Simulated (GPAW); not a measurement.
# KCl (Fm-3m): ε∞ against the local-field cutoff

The size of the dielectric matrix of KCl (Fm-3m) is raised step by step, on the same bands.

It takes space group Fm-3m (No. 225, cubic). Conventional cell: a = 6.293 Å, b = 6.293 Å, c = 6.293 Å, α = 90.00°, β = 90.00°, γ = 90.00°. Around K on site a lie 6 Cl at 3.15 Å. Cl on site b has 6 K at 3.15 Å as nearest neighbours.

Method: GPAW 26.7.0, PBE, RPA, k-mesh 10×10×10, Lorentzian half width 0.15 eV.

Launch of the response step: `OMP_NUM_THREADS=1 python df.py`. The series took 3.0 min in all, its band step included, on 1 thread of Arm Neoverse V2 (shared host).

```
cutoff (eV)  time of the step (s)      ε∞
         20                    12  2.2306
         40                    12  2.1916
         60                    12  2.1712
        100                    16  2.1666
        150                    30       ?
```

The number of plane waves grows as cutoff^(3/2); a common extrapolation takes the result as linear in its inverse.

Working, on the rows shown:

| x = cutoff^(−3/2) (eV^−3/2) | y = ε∞ |
| --- | --- |
| 0.0111803 | 2.2306 |
| 0.00395285 | 2.1916 |
| 0.00215166 | 2.1712 |
| 0.001 | 2.1666 |

Means: x̄ = 0.0045712, ȳ = 2.19. Σ(x − x̄)(y − ȳ) = 0.0003964, Σ(x − x̄)² = 6.267e-05. Slope = 0.0003964 / 6.267e-05 = 6.325; intercept = ȳ − slope · x̄ = 2.1611. The line misses the rows shown by at most 0.0055.

**Question.** Fill in the last column of the withheld row.

**Answer.** At x = 0.00054433 the line gives y = 2.1645. The run gave 2.1652, so the extrapolation is off by 0.00067, 1.0 % of the range in the table.

Refitted with all rows, the slope is 6.297 and the intercept 2.1613. The line reaches 2.161 at infinite cutoff, 0.2 % from the last run, while the last two runs differ by 0.06 %. ε∞ moves in steps as shells of reciprocal vectors enter, so the limit is good only to about the larger of these. Excitons are left out; PBE gaps are as a rule too small. The values come from a sum over the points of one k-mesh and carry its error, which grows as the direct gap shrinks.

[Logs are printed without paths, hosts, clocks, repeated set-up lines and the standing remarks that a program may print on its own settings, such as how far it seeks lower states.]
